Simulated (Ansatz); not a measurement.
# Work function of Sr by crystal face

How much does the work function of Sr differ between its low-index faces, and does the functional change the order?

**Method.** Ansatz 0.2.0, plane waves with PAW datasets (its set soft_2) at their recommended cutoffs; symmetric slabs of 7 layers (11 for bcc (111)) cut at the tabulated experimental lattice constant, atoms at bulk places, 18 Å of vacuum, k-spacing 0.16 Å⁻¹ (2π included), Fermi-Dirac smearing of 0.1 eV, SCF threshold 1e-9 eV; spin-polarised where the metal is Fe, Co or Ni. The work function is the vacuum level less the Fermi level; differences are formed before rounding.

What came out:

| face | atoms per nm² | LDA (eV) | PBEsol (eV) | r2SCAN (eV) | PBE (eV) | RPBE (eV) | PBE, relaxed (eV) |
| --- | --- | --- | --- | --- | --- | --- | --- |
| (111) | 6.2 | 2.81 | 2.74 | 2.77 | 2.71 | 2.64 | 2.67 |
| (100) | 5.4 | 2.68 | 2.59 | 2.56 | 2.55 | 2.47 | 2.54 |
| (110) | 3.8 | 2.71 | 2.62 | 2.61 | 2.59 | 2.51 | 2.59 |

**Reading.** With PBE the work function runs from 2.71 eV on (111) to 2.55 eV on (100). (100) and (110) lie within 0.08 eV of each other, too close for slabs of this thickness to order; every functional listed puts (111) highest. LDA lies 0.11 to 0.13 eV above PBE. Relaxing all layers with PBE (forces under 0.01 eV/Å) moves the values by −0.04 to 0.00 eV.

**Limits.** Slabs this thin leave size errors that can reach a tenth of an eV or more. The functionals share one unrelaxed geometry at the tabulated experimental lattice constant; the relaxed column keeps that in-plane lattice, which is not PBE's own.
